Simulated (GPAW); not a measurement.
# Does GaFe15 (bcc Fe15Ga1) carry moments in GPAW?, part 2 of 2

Aim: find out whether GaFe15 (bcc Fe15Ga1) carries moments when they start parallel, and what they gain.

GPAW 26.7.0; PBE; plane waves with GPAW's PAW setups, scalar-relativistic.

So far. Step 2 (Order 1, typed as ferro +++++++++++++++): After 38 cycles the largest moment stands at 2.49 μB.

## (3) Start 2: no spin polarisation

This run holds no moments, which gives a state to set the others against.

Contents of nospin.py:

```python
import json
import numpy as np
from ase import Atoms
from ase.parallel import paropen, parprint
from gpaw import GPAW

atoms = Atoms(['Ga', 'Fe', 'Fe', 'Fe', 'Fe', 'Fe', 'Fe', 'Fe', 'Fe', 'Fe', 'Fe', 'Fe', 'Fe', 'Fe', 'Fe', 'Fe'],
    cell=[[5.77375, 0.0, 0.0],
         [0.0, 5.77375, 0.0],
         [0.0, 0.0, 5.77375]],
    scaled_positions=[[0.0, 0.0, 0.0],
         [0.25, 0.25, 0.25],
         [0.0, 0.0, 0.5],
         [0.25, 0.25, 0.75],
         [0.0, 0.5, 0.0],
         [0.25, 0.75, 0.25],
         [0.0, 0.5, 0.5],
         [0.25, 0.75, 0.75],
         [0.5, 0.0, 0.0],
         [0.75, 0.25, 0.25],
         [0.5, 0.0, 0.5],
         [0.75, 0.25, 0.75],
         [0.5, 0.5, 0.0],
         [0.75, 0.75, 0.25],
         [0.5, 0.5, 0.5],
         [0.75, 0.75, 0.75]],
    pbc=True)
atoms.calc = GPAW(mode={'name': 'pw', 'ecut': 450},
    xc='PBE',
    kpts={'size': (7, 7, 7), 'gamma': True},
    occupations={'name': 'fermi-dirac', 'width': 0.05},
    convergence={'density': 1e-05, 'energy': 1e-05},
    maxiter=200,
    mixer={'name': 'pulay', 'beta': 0.04, 'nmaxold': 8, 'weight': 100},
    symmetry={'tolerance': 1e-4},
    txt='nospin.txt')
e = atoms.get_potential_energy(force_consistent=True)
res = {'free_energy': e, 'energy_sigma0': atoms.get_potential_energy(), 'fermi_energy': atoms.calc.get_fermi_level()}
parprint(f'free energy: {e:.6f} eV')
atoms.calc.write('nospin.gpw')
with paropen('results.json', 'w') as f:
    json.dump(res, f)
```

On the command line:

```sh
> OMP_NUM_THREADS=1 mpirun -n 4 gpaw python nospin.py > nospin.log
```

Numbers of over 12 decimals in the logs are rounded to 6 here.

The log of the run:

```text
free energy: -129.577718 eV

--- nospin.txt ---
Input parameters:
  mode=PW(ecut=450),
  convergence={'density': 1e-05, 'energy': 1e-05},
  kpts=MonkhorstPack(size=(7, 7, 7), gamma=True),
  maxiter=200,
  mixer=Pulay(name='pulay', nmaxold=8, beta=0.04, weight=100, sigma=0.015, g_ss=None),
  occupations=Occupations(name='fermi-dirac', width=0.05),
  symmetry=Symmetry(tolerance=0.0001),
  xc=XC(name='PBE')

Diagonalizing LCAO Hamiltonian
Converting LCAO to pw mode
     .-------------.
    /|             |
   / |             |
  /  |  Fe    Fe   |
 *   |             |
 |   |Fe    Fe     |
 | Fe|  FeFe  Fe   |
 |   .-------------.
 Fe / FeFe  Fe    /
 | Fe     Fe     /
 |/             /
 Ga-----Fe-----*

Atoms  # Å, Bohr magnetons
|    | symbol |        x |        y |        z |    initial magnetic moments |
|----|--------|----------|----------|----------|-----------------------------|
|  0 |     Ga | 0.000000 | 0.000000 | 0.000000 | ( 0.0000,  0.0000,  0.0000) |
|  1 |     Fe | 1.443437 | 1.443437 | 1.443437 | ( 0.0000,  0.0000,  0.0000) |
|  2 |     Fe | 0.000000 | 0.000000 | 2.886875 | ( 0.0000,  0.0000,  0.0000) |
|  3 |     Fe | 1.443437 | 1.443437 | 4.330312 | ( 0.0000,  0.0000,  0.0000) |
|  4 |     Fe | 0.000000 | 2.886875 | 0.000000 | ( 0.0000,  0.0000,  0.0000) |
|  5 |     Fe | 1.443437 | 4.330312 | 1.443437 | ( 0.0000,  0.0000,  0.0000) |
|  6 |     Fe | 0.000000 | 2.886875 | 2.886875 | ( 0.0000,  0.0000,  0.0000) |
|  7 |     Fe | 1.443437 | 4.330312 | 4.330312 | ( 0.0000,  0.0000,  0.0000) |
|  8 |     Fe | 2.886875 | 0.000000 | 0.000000 | ( 0.0000,  0.0000,  0.0000) |
|  9 |     Fe | 4.330312 | 1.443437 | 1.443437 | ( 0.0000,  0.0000,  0.0000) |
| 10 |     Fe | 2.886875 | 0.000000 | 2.886875 | ( 0.0000,  0.0000,  0.0000) |
| 11 |     Fe | 4.330312 | 1.443437 | 4.330312 | ( 0.0000,  0.0000,  0.0000) |
| 12 |     Fe | 2.886875 | 2.886875 | 0.000000 | ( 0.0000,  0.0000,  0.0000) |
| 13 |     Fe | 4.330312 | 4.330312 | 1.443437 | ( 0.0000,  0.0000,  0.0000) |
| 14 |     Fe | 2.886875 | 2.886875 | 2.886875 | ( 0.0000,  0.0000,  0.0000) |
| 15 |     Fe | 4.330312 | 4.330312 | 4.330312 | ( 0.0000,  0.0000,  0.0000) |

Unit cell  # Å
| periodic |        x |        y |        z |  lengths |    angles |
|----------|----------|----------|----------|----------|-----------|
|      yes | 5.773750 | 0.000000 | 0.000000 | 5.773750 | 90.000000 |
|      yes | 0.000000 | 5.773750 | 0.000000 | 5.773750 | 90.000000 |
|      yes | 0.000000 | 0.000000 | 5.773750 | 5.773750 | 90.000000 |

Number of symmetries: 48

BZ-sampling:
  Number of BZ points: 343
  Number of IBZ points: 20

  Monkhorst-Pack size: [7, 7, 7]
  Monkhorst-Pack shift: [0, 0, 0]

Plane wave coefficients: 4187
Cutoff: 450.000000 eV

Spin-components: 1 (collinear spins)
Bands:           78
Projectors:      95
Spin-degeneracy: 2
Datatype:        complex128

Parallelization:
  kpt:    4
  domain: 1
  band:   1

Density:
  Valence electrons: 123.0
  Components: 1
  Grid points: [30 30 30]
  Charge: 0.0  # |e|

Potential:
  Grid points: [30 30 30]

[... setups left out ...]
Reference energy: -572176.490528  # eV

eigensolver:
  PPCG
  Converge bands: occupied
  niter=2

density mixing:
  Pulay-Mixer
  Linear mixing parameters: 0.04
  Old densities: 8
  Fourier metric: weight=100, sigma=0.015

occupation numbers:
  Fermi-Dirac:
    width: 0.0500  # eV

poisson solver:
  ecut: 3600.000000  # eV

xc functional:
  name: PBE with 2 nearest neighbor stencil

convergence criteria:
- Maximum integral of absolute [dens]ity change: 1e-05 electrons / valence electron
- Maximum [total energy] change in last 3 cyles: 1e-05 eV / valence electron
- Maximum integral of absolute [eigenst]ate change: 4e-08 eV^2 / valence electron
maximum number of iterations: 200

SCF iterations
|iter     |      energy | eigst |  dens |
|---------|-------------|-------|-------|
|iter:   1|       0s | -130.049027 | +0.47 |       |
|iter:   2|       4s | -129.973651 | -1.12 | -1.28 |
|iter:   3|       8s | -129.789737 | -1.87 | -1.28 |
|iter:   4|      12s | -129.371935 | -1.96 | -1.33 |
|iter:   5|      17s | -128.978858 | -1.34 | -1.46 |
|iter:   6|      21s | -128.991070 | -2.41 | -1.76 |
|iter:   7|      25s | -129.394589 | -1.51 | -1.77 |
|iter:   8|      29s | -129.438961 | -2.00 | -1.69 |
|iter:   9|      33s | -129.366222 | -2.50 | -1.81 |
|iter:  10|      37s | -129.307777 | -1.75 | -1.86 |
[... 11 iterations left out ...]
|iter:  22|      87s | -129.319550c| -7.03 | -4.12 |
|iter:  23|      91s | -129.319572c| -7.24 | -4.21 |
|iter:  24|      96s | -129.319571c| -7.45c| -4.26 |
|iter:  25|     100s | -129.319563c| -7.27 | -4.34 |
|iter:  26|     104s | -129.319557c| -7.60c| -4.63 |
|iter:  27|     106s | -129.319558c| -7.89c| -4.73 |
|iter:  28|     109s | -129.319561c| -7.76c| -4.77 |
|iter:  29|     111s | -129.319560c| -7.64c| -4.88 |
|iter:  30|     114s | -129.319561c| -7.84c| -4.99 |
|iter:  31|     116s | -129.319561c| -7.98c| -5.52c|

Converged in 31 steps
Energy contributions relative to reference atoms: (reference = -572176.490528)

Energy contributions:
  Kinetic:         -16.428267
  Coulomb:          10.490141
  Zero:              2.578358
  External:          0.000000
  Xc:             -125.701636
  Entropy:          -0.516315
  Spinorbit:         0.000000
  ----------------------------
  Free energy:    -129.577718
  Extrapolated:   -129.319561

dipole moment: (-57.221305, -57.221305, -57.221305)  # |e|*Ang

Fermi level: 9.494
Eigenvalues  # (at kpt = [0.000, 0.000, 0.000])
| band index |      eig [eV] | occ [0-2] |
|------------|---------------|-----------|
|          0 |         0.376 |     2.000 |
|        ... |               |           |
|         52 |         9.165 |     1.997 |
|         53 |         9.181 |     1.996 |
|         54 |         9.377 |     1.824 |
|         55 |         9.377 |     1.824 |
|         56 |         9.377 |     1.824 |
|         57 |         9.393 |     1.767 |
|         58 |         9.445 |     1.455 |
|         59 |         9.445 |     1.455 |
|         60 |         9.560 |     0.420 |
|         61 |         9.560 |     0.420 |
|         62 |         9.633 |     0.117 |
|         63 |         9.633 |     0.117 |
|         64 |         9.641 |     0.100 |
|         65 |         9.664 |     0.064 |
|         66 |         9.664 |     0.064 |
|         67 |         9.664 |     0.064 |
|        ... |               |           |
|         77 |        10.237 |     0.000 |

No gap
No difference between direct/indirect transitions
```

The job ended after 2.1 min (4 MPI ranks of Arm Neoverse V1, shared host; peak memory 1.1 GiB).

Numbers from this step:

- final state: non-magnetic (no spin polarisation)

It lies 562 meV a seeded atom over the first start.

## (4) Ranking

These are free energies at a smearing of 0.05 eV, so its entropy term is in the differences. They are divided by the number of seeded atoms, so that cells of unlike size compare.

Orders:

```
                start    final state  typed order kept  energy over the lowest (meV a seeded atom)  largest site moment (μB)  net moment (μB a primitive cell)  mesh matched  CPU time (s)
ferro +++++++++++++++  ferromagnetic               yes                                           0                     2.486                                35           yes          1455
 no spin polarisation   non-magnetic                 -                                       561.6                         0                                 0           yes         507.7
```

## (5) Outcome

* lower run: with moments
* largest site moment: 2.49 μB
* energy gained by spin polarisation: 562 meV a seeded atom

**Reading.** The crystal holds moments, up to 2.49 μB, and gains 562 meV a seeded atom by them. No antiferromagnetic order was tried, so the session says nothing on how the moments order.

[Logs and program files are shortened in this print: banners, set-up blocks, solver, clock and traceback lines can be left out without a mark of their own.]

[Logs are printed without paths, hosts, clocks, repeated set-up lines and the standing remarks that a program may print on its own settings, such as how far it seeks lower states.]

[Hosts, paths, dates, database ids (printed as entryN), source tags and the programs' standing remarks are cut or masked in the printed files.]

[Where a cell is said to come from a database of computed structures, the database is the Materials Project.]
